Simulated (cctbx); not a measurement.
# Cr3Re3Se4S2Cl6 across an absorption edge

Space group C222_1 (no. 20), a = 11.2850 Å, b = 14.3760 Å, c = 10.9460 Å, α = 90.00°, β = 90.00°, γ = 90.00°.

```
atom  mult.       x       y       z  Ueq (Å²)
 Re1      4     1/2  0.8790     1/4    0.0035
 Re2      8  0.3592  0.7581  0.1781    0.0035
 Se1      8  0.7076  0.1297  0.8201    0.0036
 Se2      8  0.5697  0.3679  0.5339    0.0044
 Cr1      8  0.4298  0.7585  0.3983    0.0056
 Cr2      4     1/2  0.3742     3/4    0.0058
 Cl1      8  0.7961  0.1315  0.3193    0.0076
 Cl2      4     1/2  0.9579     3/4    0.0056
 Cl3      8  0.3459  0.7466  0.6010    0.0118
 Cl4      4     1/2  0.4684     1/4    0.0050
  S1      8  0.5739  0.8702  0.4583    0.0077
```

This is a model crystal, built by substitution and not relaxed, with assumed displacement parameters.

Calculated with cctbx: free-atom f′ and f″ from the Sasaki tables, no fine structure; amplitudes in electrons.

| E (eV) | F 2 0 1 | F 2 0 2 | F 2 2 0 | F 0 2 0 |
| --- | --- | --- | --- | --- |
| 5389 | 234.0 | 24.4 | 173.9 | 770.2 |
| 5739 | 236.7 | 24.7 | 177.7 | 762.4 |
| 5869 | 239.8 | 25.8 | 181.2 | 756.1 |
| 5929 | 243.1 | 27.2 | 184.7 | 750.1 |
| 5959 | 246.5 | 28.7 | 188.3 | 744.2 |
| 5974 | 250.0 | 30.3 | 192.0 | 738.3 |
| 5981 | 253.2 | 31.7 | 195.3 | 733.1 |
| 5985 | 256.6 | 33.3 | 198.8 | 727.6 |
| 5993 | 256.4 | 38.4 | 198.8 | 728.7 |
| 5997 | 252.1 | 36.6 | 194.4 | 735.5 |
| 6004 | 248.3 | 35.1 | 190.5 | 741.4 |
| 6019 | 244.3 | 33.5 | 186.4 | 747.8 |
| 6049 | 240.2 | 31.8 | 182.2 | 754.0 |
| 6139 | 234.5 | 29.4 | 176.6 | 762.1 |
| 6389 | 228.2 | 26.4 | 170.7 | 769.5 |

**Question.** Which edge is crossed, and why do the reflections move as they do?

The K edge of Cr. The edge is at 5989 eV. f′ of Cr falls from -3.7 e at 5869 eV to -7.2 e at 4 eV below it, and f″ steps from 0.46 to 3.96 e across it. Over that approach |F| changes by +7 % (2 0 1), +29 % (2 0 2), +10 % (2 2 0) and -4 % (0 2 0): a reflection falls where Cr scatters in phase with the total and rises where it scatters against it; it hardly moves where the Cr term is small or cancels by symmetry or lies in quadrature to the total. The f″ term interferes with the normal scattering with opposite sign for the two Friedel mates. These reflections are centric, so their Friedel mates stay equal.

[Logs are printed without paths, hosts, clocks, repeated set-up lines and the standing remarks that a program may print on its own settings, such as how far it seeks lower states.]
